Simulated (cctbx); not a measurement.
**K2ScCuBr6 with cctbx, script by script**

Library: cctbx 2025.11. The data are simulated by the first script.

## 1. Simulate the data

run.py:

```python
from cctbx import adptbx, crystal, miller, sgtbx, xray
from cctbx.array_family import flex
from iotbx.shelx import hklf
from scitbx import matrix
import scitbx.random

cs = crystal.symmetry(unit_cell=(11.091, 11.091, 11.091, 90, 90, 90), space_group_symbol='Hall: -F 4 2 3')  # Fm-3m
atoms = [  # label, site, U (iso, or U11 U22 U33 U12 U13 U23 in A^2), occupancy
    ("Br1", (0, 0, 0.7578), (0.0245, 0.0245, 0.0246, 0.0000, 0.0000, 0.0000), 1),
    ("Cu1", (0, 0, 0), (0.0163, 0.0163, 0.0163, -0.0000, 0.0000, -0.0000), 1),
    ("Sc1", (0.5, 0, 0), (0.0147, 0.0147, 0.0147, 0.0000, 0.0000, 0.0000), 1),
    ("K1", (0.25, 0.75, 0.75), (0.0154, 0.0154, 0.0154, -0.0000, -0.0000, -0.0000), 1),
]
xs = xray.structure(crystal_symmetry=cs)
for label, site, u, occ in atoms:
    u = adptbx.u_cif_as_u_star(cs.unit_cell(), u) if isinstance(u, tuple) else u
    xs.add_scatterer(xray.scatterer(label, site=site, u=u, occupancy=occ))
xs.set_inelastic_form_factors(1.3414, "sasaki")
xs.show_summary()
p1 = xs.expand_to_p1()
ms = miller.build_set(p1, anomalous_flag=True, d_min=0.83)
flex.set_random_seed(318389)
scitbx.random.set_random_seed(318389)
ms = ms.select(flex.random_double(ms.size()) < 0.7)
i = ms.structure_factors_from_scatterers(p1, algorithm="direct").f_calc().as_intensity_array().data()
i = i / flex.sqrt(1 + 0.1 * i / flex.max(i))  # extinction
i = i * 20000 / flex.max(i)
sig = flex.sqrt(i + flex.pow2(0.06 * i) + 2 ** 2)
noise = scitbx.random.variate(scitbx.random.normal_distribution())(i.size())
data = ms.array(data=i + sig * noise, sigmas=sig).set_observation_type_xray_intensity()
with open("data.hkl", "w") as f:
    data.export_as_shelx_hklf(f)
print("reflections written:", data.size(), " <I/sigma> = %.1f" % flex.mean(data.data() / data.sigmas()))
for h, a, b in list(data.sort("data"))[:12]:
    print("%4d%4d%4d %9.1f %7.1f" % (h + (a, b)))
```

```console
$ python run.py
```

```text
Number of scatterers: 4
At special positions: 4
Unit cell: (11.091, 11.091, 11.091, 90, 90, 90)
Space group: F m -3 m (No. 225)
reflections written: 6919  <I/sigma> = 1.9
   0   0   4   21556.8  1208.3
   4   0   0   19825.4  1208.3
   0   0  -4   19629.6  1208.3
   0  -4   0   18337.2  1208.3
   4   0   4   15235.0   840.7
  -4  -4   0   13545.3   840.7
  -4   4   0   13405.0   840.7
  -4   0  -4   13168.5   840.7
  -4   0   4   13151.0   840.7
   4  -4   0   12752.8   840.7
   4   4   4   11784.5   623.6
   2  -2   2   11118.3   630.2
```

It took 0.35 s on 1 thread of Intel(R) Xeon(R) Platinum 8259CL CPU @ 2.50GHz (Skylake/Cascade Lake), with other jobs on the host, peak memory 0.07 GiB.

## 2. Refinement (right model, isotropic)

run.py:

```python
import math
from cctbx import adptbx, crystal, maptbx, sgtbx, xray
from cctbx.array_family import flex
from cctbx.xray import observations
from iotbx.shelx import hklf
from scitbx.lstbx import normal_eqns_solving
from smtbx import absolute_structure, utils
from smtbx.refinement import constraints, least_squares

cs = crystal.symmetry(unit_cell=(11.091, 11.091, 11.091, 90, 90, 90), space_group_symbol='Hall: -F 4 2 3')  # Fm-3m
atoms = [  # label, site, U (iso, or U11 U22 U33 U12 U13 U23 in A^2), occupancy
    ("Br1", (0, 0, 0.7633), 0.0200, 1),
    ("Cu1", (0, 0, 0), 0.0200, 1),
    ("Sc1", (0.5, 0, 0), 0.0200, 1),
    ("K1", (0.25, 0.75, 0.75), 0.0200, 1),
]
xs = xray.structure(crystal_symmetry=cs)
for label, site, u, occ in atoms:
    u = adptbx.u_cif_as_u_star(cs.unit_cell(), u) if isinstance(u, tuple) else u
    xs.add_scatterer(xray.scatterer(label, site=site, u=u, occupancy=occ))
xs.set_inelastic_form_factors(1.3414, "sasaki")
raw = hklf.reader(file_name="data.hkl").as_miller_arrays(crystal_symmetry=cs, anomalous=True)[0]
merged = raw.eliminate_sys_absent().merge_equivalents()
fo2 = merged.array().set_observation_type_xray_intensity()
print("Rint %.3f, %d unique reflections to %.2f A" % (merged.r_int(), fo2.size(), fo2.d_min()))
for sc in xs.scatterers():
    sc.flags.set_grad_site(True)
    sc.flags.set_grad_u_aniso(sc.flags.use_u_aniso())
    sc.flags.set_grad_u_iso(sc.flags.use_u_iso())
obs = fo2.as_xray_observations()
extra = {}
rep = constraints.reparametrisation(xs, [], utils.connectivity_table(xs), **extra)
ls = least_squares.crystallographic_ls(obs, rep, weighting_scheme=least_squares.mainstream_shelx_weighting(a=0, b=0))
print("cycle     R1     wR2    GooF  max shift (A)")
for cycle in range(8):
    ls.build_up()
    r1, wr2, goof = ls.r1_factor(cutoff_factor=2)[0], ls.wR2(), ls.goof()
    old = xs.sites_cart()
    normal_eqns_solving.levenberg_marquardt_iterations(ls, n_max_iterations=3, tau=1e-06, step_threshold=1e-7)
    big = flex.max((xs.sites_cart() - old).norms())
    print("%4d %7.4f %7.4f %7.3f %9.5f" % (cycle + 1, r1, wr2, goof, big))
    ls.build_up(objective_only=True)
    if abs(ls.wR2() - wr2) < 5e-5 and big < 5e-4:
        break
ls.build_up()
print("final R1 %.4f wR2 %.4f GooF %.3f  parameters %d  data/parameter %.1f" % (ls.r1_factor(cutoff_factor=2)[0], ls.wR2(), ls.goof(), ls.n_parameters, fo2.size() / ls.n_parameters))
cov = ls.covariance_matrix_and_annotations()
su = dict(zip(cov.annotations, (math.sqrt(max(v, 0)) for v in cov.matrix.matrix_packed_u_diagonal())))
a2 = cs.unit_cell().reciprocal_parameters()[0] ** -2
print("atom        x        y        z      Ueq    occ   su(xyz)  su(Uiso or U11)")
for sc in xs.scatterers():
    s = max(su.get(sc.label + k, 0) for k in (".x", ".y", ".z"))
    npd = "" if sc.is_positive_definite_u(cs.unit_cell()) else "  NPD"
    print("%-5s %8.5f %8.5f %8.5f %8.4f %6.3f %8.5f %7.4f%s" % ((sc.label,) + sc.site + (sc.u_iso_or_equiv(cs.unit_cell()), sc.occupancy, s, su.get(sc.label + ".uiso", su.get(sc.label + ".u11", 0) * a2), npd)))
fo = fo2.f_sq_as_f()
fc = fo.structure_factors_from_scatterers(xs, algorithm="direct").f_calc()
diff = fo.f_obs_minus_f_calc(1 / math.sqrt(ls.scale_factor()), fc).average_bijvoet_mates()
m = diff.fft_map(symmetry_flags=maptbx.use_space_group_symmetry, resolution_factor=0.25).apply_volume_scaling()
print("difference map: max %.2f min %.2f rms %.2f" % (m.statistics().max(), m.statistics().min(), m.statistics().sigma()))
peaks = m.peak_search(parameters=maptbx.peak_search_parameters(min_distance_sym_equiv=0.6, max_clusters=6)).all()
near = xs.closest_distances(peaks.sites(), distance_cutoff=4)
sps = cs.special_position_settings(min_distance_sym_equiv=0.5)
for k, (x, h) in enumerate(zip(peaks.sites(), peaks.heights())):
    ss = sps.site_symmetry(x)
    print("Q%-3d %7.4f %7.4f %7.4f %4d %7.2f  %.2f A from %s" % ((k + 1,) + tuple(t % 1 for t in ss.exact_site()) + (ss.multiplicity(), h, near.smallest_distances[k], xs.scatterers()[near.i_seqs[k]].label)))
```

```console
$ python run.py
```

```text
Rint 0.053, 90 unique reflections to 0.84 A
cycle     R1     wR2    GooF  max shift (A)
   1  0.2903  0.5246  20.201   0.06065
   2  0.0106  0.0203   0.782   0.00000
final R1 0.0106 wR2 0.0203 GooF 0.782  parameters 5  data/parameter 18.0
atom        x        y        z      Ueq    occ   su(xyz)  su(Uiso or U11)
Br1    0.00000  0.00000  0.75783   0.0245  1.000  0.00002  0.0001
Cu1    0.00000  0.00000  0.00000   0.0161  1.000  0.00000  0.0002
Sc1    0.50000  0.00000  0.00000   0.0146  1.000  0.00000  0.0002
K1     0.25000  0.75000  0.75000   0.0152  1.000  0.00000  0.0002
difference map: max 0.25 min -0.26 rms 0.07
Q1    0.1290  0.1290  0.2485   96    0.25  1.90 A from K1
Q2    0.0000  0.1244  0.1244   48    0.21  1.90 A from Br1
Q3    0.0000  0.1236  0.3764   48    0.20  1.94 A from Sc1
Q4    0.0000  0.0000  0.1308   24    0.12  1.24 A from Br1
Q5    0.1207  0.1207  0.1207   32    0.09  2.32 A from Cu1
Q6    0.0655  0.0655  0.0655   32    0.04  1.26 A from Cu1
```

Time: 0.44 s.

## 3. Refinement (right model, anisotropic)

run.py, as its changes from the last script of this kind:

```diff
@@ -12,4 +12,4 @@
-    ("Br1", (0, 0, 0.7633), 0.0200, 1),
-    ("Cu1", (0, 0, 0), 0.0200, 1),
-    ("Sc1", (0.5, 0, 0), 0.0200, 1),
-    ("K1", (0.25, 0.75, 0.75), 0.0200, 1),
+    ("Br1", (0, 0, 0.75783), 0.0245, 1),
+    ("Cu1", (0, 0, 0), 0.0161, 1),
+    ("Sc1", (0.5, 0, 0), 0.0146, 1),
+    ("K1", (0.25, 0.75, 0.75), 0.0152, 1),
@@ -21,0 +22 @@
+xs.convert_to_anisotropic()
```

```console
$ python run.py
```

```text
Rint 0.053, 90 unique reflections to 0.84 A
cycle     R1     wR2    GooF  max shift (A)
   1  0.0106  0.0203   0.788   0.00004
   2  0.0105  0.0202   0.781   0.00000
final R1 0.0105 wR2 0.0202 GooF 0.781  parameters 6  data/parameter 15.0
atom        x        y        z      Ueq    occ   su(xyz)  su(Uiso or U11)
Br1    0.00000  0.00000  0.75783   0.0245  1.000  0.00002  0.0002
Cu1    0.00000  0.00000  0.00000   0.0161  1.000  0.00000  0.0002
Sc1    0.50000  0.00000  0.00000   0.0146  1.000  0.00000  0.0002
K1     0.25000  0.75000  0.75000   0.0152  1.000  0.00000  0.0002
difference map: max 0.25 min -0.25 rms 0.07
Q1    0.1293  0.1293  0.2484   96    0.25  1.89 A from K1
Q2    0.0000  0.1247  0.1247   48    0.21  1.90 A from Br1
Q3    0.0000  0.1238  0.3762   48    0.20  1.94 A from Sc1
Q4    0.0000  0.0000  0.1307   24    0.12  1.24 A from Br1
Q5    0.1221  0.1221  0.1221   32    0.09  2.33 A from Br1
Q6    0.0666  0.0666  0.0666   32    0.04  1.28 A from Cu1
```

Time: 0.41 s.

## 4. Refinement

run.py, as its changes from the last script of this kind:

```diff
@@ -14 +14 @@
-    ("Sc1", (0.5, 0, 0), 0.0146, 1),
+    ("Ti1", (0.5, 0, 0), 0.0146, 1),
@@ -36 +36 @@
-for cycle in range(8):
+for cycle in range(12):
```

```console
$ python run.py
```

```text
Rint 0.053, 90 unique reflections to 0.84 A
cycle     R1     wR2    GooF  max shift (A)
   1  0.0187  0.0540   2.092   0.00023
   2  0.0142  0.0376   1.457   0.00000
final R1 0.0142 wR2 0.0376 GooF 1.457  parameters 6  data/parameter 15.0
atom        x        y        z      Ueq    occ   su(xyz)  su(Uiso or U11)
Br1    0.00000  0.00000  0.75785   0.0239  1.000  0.00004  0.0003
Cu1    0.00000  0.00000  0.00000   0.0155  1.000  0.00000  0.0004
Ti1    0.50000  0.00000  0.00000   0.0169  1.000  0.00000  0.0004
K1     0.25000  0.75000  0.75000   0.0150  1.000  0.00000  0.0004
difference map: max 0.24 min -0.70 rms 0.08
Q1    0.1314  0.1314  0.2477   96    0.25  1.86 A from K1
Q2    0.0000  0.1244  0.1244   48    0.21  1.90 A from Br1
Q3    0.0000  0.1253  0.3747   48    0.20  1.96 A from Ti1
Q4    0.0000  0.0000  0.2450   24    0.13  0.03 A from Br1
Q5    0.0000  0.0000  0.3906   24    0.12  1.21 A from Ti1
Q6    0.2500  0.2500  0.2500    8    0.12  0.00 A from K1
```

Time: 0.43 s.

This run holds a fault made on purpose: wrong element: Ti1 is Sc.

## 5. Refinement

run.py, as its changes from the last script of this kind:

```diff
@@ -13,3 +13,3 @@
-    ("Cu1", (0, 0, 0), 0.0161, 1),
-    ("Ti1", (0.5, 0, 0), 0.0146, 1),
-    ("K1", (0.25, 0.75, 0.75), 0.0152, 1),
+    ("K1", (0, 0, 0), 0.0161, 1),
+    ("Sc1", (0.5, 0, 0), 0.0146, 1),
+    ("Cu1", (0.25, 0.75, 0.75), 0.0152, 1),
```

```console
$ python run.py
```

```text
Rint 0.053, 90 unique reflections to 0.84 A
cycle     R1     wR2    GooF  max shift (A)
   1  0.1504  0.4425  17.139   0.00132
   2  0.0918  0.2894  11.210   0.00008
   3  0.0916  0.2892  11.202   0.00001
final R1 0.0916 wR2 0.2892 GooF 11.202  parameters 6  data/parameter 15.0
atom        x        y        z      Ueq    occ   su(xyz)  su(Uiso or U11)
Br1    0.00000  0.00000  0.75770   0.0210  1.000  0.00029  0.0024
K1     0.00000  0.00000  0.00000   0.0017  1.000  0.00000  0.0030
Sc1    0.50000  0.00000  0.00000   0.0186  1.000  0.00000  0.0038
Cu1    0.25000  0.75000  0.75000   0.0300  1.000  0.00000  0.0035
difference map: max 10.48 min -5.22 rms 0.61
Q1    0.0000  0.0000  0.0000    4   10.48  0.00 A from K1
Q2    0.0000  0.0000  0.5000    4    6.73  0.00 A from Sc1
Q3    0.0000  0.0000  0.2288   24    2.19  0.15 A from Br1
Q4    0.1376  0.1376  0.1376   32    0.83  2.16 A from Cu1
Q5    0.0000  0.0557  0.1314   96    0.63  1.38 A from Br1
Q6    0.1554  0.2141  0.2859   96    0.57  1.19 A from Cu1
```

Time: 0.47 s.

This run holds a fault made on purpose: elements exchanged: Cu1 is K and K1 is Cu.

## 6. Refinement

run.py, as its changes from the last script of this kind:

```diff
@@ -13 +13 @@
-    ("K1", (0, 0, 0), 0.0161, 1),
+    ("Ag1", (0, 0, 0), 0.0161, 1),
@@ -15 +15 @@
-    ("Cu1", (0.25, 0.75, 0.75), 0.0152, 1),
+    ("K1", (0.25, 0.75, 0.75), 0.0152, 1),
```

```console
$ python run.py
```

```text
Rint 0.053, 90 unique reflections to 0.84 A
cycle     R1     wR2    GooF  max shift (A)
   1  0.3847  0.6681  25.878   0.00489
   2  0.1833  0.3456  13.388   0.00038
   3  0.1825  0.3455  13.382   0.00002
final R1 0.1825 wR2 0.3455 GooF 13.382  parameters 6  data/parameter 15.0
atom        x        y        z      Ueq    occ   su(xyz)  su(Uiso or U11)
Br1    0.00000  0.00000  0.75831   0.0031  1.000  0.00040  0.0027
Ag1    0.00000  0.00000  0.00000   0.0338  1.000  0.00000  0.0040
Sc1    0.50000  0.00000  0.00000  -0.0083  1.000  0.00000  0.0036  NPD
K1     0.25000  0.75000  0.75000  -0.0041  1.000  0.00000  0.0037  NPD
difference map: max 21.90 min -1.67 rms 2.03
Q1    0.0000  0.0000  0.2465   24   22.12  0.05 A from Br1
Q2    0.2500  0.2500  0.2500    8   14.28  0.00 A from K1
Q3    0.0000  0.0000  0.5000    4   10.70  0.00 A from Sc1
Q4    0.0000  0.0000  0.0000    4    3.66  0.00 A from Ag1
Q5    0.0000  0.0000  0.3706   24    1.04  1.43 A from Br1
Q6    0.0000  0.0662  0.3650   96    0.95  1.55 A from Br1
```

Run time: 0.48 s on 1 thread of Intel(R) Xeon(R) Platinum 8259CL CPU @ 2.50GHz (Skylake/Cascade Lake) (shared host), peak memory 0.09 GiB.

This run holds a fault made on purpose: wrong element: Ag1 is Cu.

[Logs are printed without paths, hosts, clocks, repeated set-up lines and the standing remarks that a program may print on its own settings, such as how far it seeks lower states.]
